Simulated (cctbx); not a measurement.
# What is wrong with this refinement?

Cell a = 4.1340 Å, b = 4.1340 Å, c = 11.1880 Å, α = 90.00°, β = 90.00°, γ = 90.00°; space group I4/mmm (no. 139). The compound is CeAl2Rh2C.

The data are simulated with cctbx, not measured: Mo Kα, λ = 0.71073 Å, to d = 0.77 Å, 95 % of the full sphere, strongest reflection 70000 counts, noise from counting, a 6 % proportional error and a noise floor of 2 counts (s.d.); no absorption.

An anisotropic refinement with weights 1/σ² prints:

```text
Rint 0.046, 89 unique reflections to 0.77 A
cycle     R1     wR2    GooF  max shift (A)
   1  0.0369  0.1658   7.699   0.00128
   2  0.0146  0.0549   2.550   0.00001
final R1 0.0146 wR2 0.0549 GooF 2.550  parameters 9  data/parameter 9.9
atom        x        y        z      Ueq    occ   su(xyz)  su(Uiso or U11)
Ce1    0.00000  0.00000  0.00000   0.0036  1.000  0.00000  0.0004
Rh1    0.00000  0.50000  0.25000   0.0060  1.000  0.00000  0.0004
Al1    0.50000  0.50000  0.15321   0.0076  1.000  0.00023  0.0008
C1     0.50000  0.50000  0.00000   0.0094  1.000  0.00000  0.0054
difference map: max 1.19 min -0.79 rms 0.19
Q1    0.0000  0.0000  0.0000    2    1.20  0.00 A from Ce1
Q2    0.1044  0.1044  0.2170   16    0.61  1.58 A from Al1
Q3    0.0000  0.0000  0.3690    4    0.52  0.25 A from Al1
Q4    0.0000  0.2525  0.2430   16    0.44  1.03 A from Rh1
Q5    0.2424  0.2424  0.1055   16    0.35  1.60 A from Al1
Q6    0.2277  0.2277  0.5000    8    0.33  1.33 A from C1
```

**Question.** Can this result stand? If not, what is the likely fault?

Mend it. The fault: anomalous dispersion left out. Against the right model at the same level, R1 goes from 0.0105 to 0.0146 and GooF from 1.04 to 2.55. No atom is wrong: without f′ and f″ the atoms near an edge get the wrong scattering power, which U and the scale absorb. The signs are weak, and the output alone doesn't single this fault out.

The compound is CeAl2Rh2C. The right model at the same level gives:

```text
Rint 0.046, 89 unique reflections to 0.77 A
cycle     R1     wR2    GooF  max shift (A)
   1  0.0107  0.0232   1.076   0.00012
   2  0.0105  0.0224   1.042   0.00000
final R1 0.0105 wR2 0.0224 GooF 1.042  parameters 9  data/parameter 9.9
atom        x        y        z      Ueq    occ   su(xyz)  su(Uiso or U11)
Ce1    0.00000  0.00000  0.00000   0.0044  1.000  0.00000  0.0002
Rh1    0.00000  0.50000  0.25000   0.0050  1.000  0.00000  0.0002
Al1    0.50000  0.50000  0.15310   0.0097  1.000  0.00009  0.0003
C1     0.50000  0.50000  0.00000   0.0110  1.000  0.00000  0.0023
difference map: max 0.52 min -0.46 rms 0.16
Q1    0.1028  0.1028  0.2162   16    0.54  1.58 A from Al1
Q2    0.2397  0.2397  0.1027   16    0.38  1.62 A from Al1
Q3    0.0000  0.0000  0.1071    4    0.36  1.20 A from Ce1
Q4    0.2062  0.2062  0.5000    8    0.35  1.21 A from C1
Q5    0.0000  0.2822  0.0000    8    0.34  1.17 A from Ce1
Q6    0.0000  0.0000  0.3554    4    0.33  0.09 A from Al1
```

The model was made for the exercise: a known structure type with other elements put in, its volume estimated, not relaxed; displacement parameters are assumed.

[Middle refinement cycles are left out of these outputs.]

[Logs are printed without paths, hosts, clocks, repeated set-up lines and the standing remarks that a program may print on its own settings, such as how far it seeks lower states.]
